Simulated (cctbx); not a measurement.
**Absolute structure of HoBPb2**

Space group P6_222 (no. 180), a = 6.2370 Å, b = 6.2370 Å, c = 9.2430 Å, α = 90.00°, β = 90.00°, γ = 120.00°.

| atom | mult. | x | y | z | Ueq (Å²) |
| --- | --- | --- | --- | --- | --- |
| Pb1 | 6 | 0.3159 | 0.1580 | 1/6 | 0.0122 |
| Ho1 | 3 | 0 | 1/2 | 1/6 | 0.0108 |
| B1 | 3 | 0 | 1/2 | 2/3 | 0.0398 |

This is a model crystal, built by substitution and not relaxed, with assumed displacement parameters.

Data sets are simulated with cctbx and refined with Bijvoet mates kept apart; Flack x is then fitted as the share of an inverted twin with the atoms fixed, Hooft y from the Bijvoet differences. The group has rotations alone, so the crystal has a hand.

Untwinned crystal. What Flack and Hooft values should come out?

| λ (Å) | extinction (unmodelled) | d min (Å) | top counts | error (%) | model | R1 | Flack x | s.u. | Hooft y | s.u. | pairs |
| --- | --- | --- | --- | --- | --- | --- | --- | --- | --- | --- | --- |
| 0.71073 | 0.1 | 0.77 | 40000 | 4 | as given | 0.0093 | 0.002 | 0.006 | -0.008 | 0.006 | 67 |
| 1.54184 | 0 | 0.83 | 40000 | 6 | as given | 0.0101 | -0.03 | 0.04 | -0.025 | 0.041 | 51 |

With Mo Kα, x is within 3 s.u. of 0, so the hand is right. With Cu Kα, x is within 3 s.u. of 0, so the hand is right.

A further crystal gives:

| λ (Å) | extinction (unmodelled) | d min (Å) | top counts | error (%) | model | R1 | Flack x | s.u. | Hooft y | s.u. | pairs |
| --- | --- | --- | --- | --- | --- | --- | --- | --- | --- | --- | --- |
| 0.71073 | 0.1 | 0.7 | 20000 | 1.5 | as given | 0.0255 | 0.488 | 0.009 | 0.494 | 0.007 | 93 |

**Question.** What is it?

It was simulated as an inversion twin with a fraction 0.5 of the inverted domain. Flack x is over 3 s.u. from both 0 and 1 and reads that fraction.
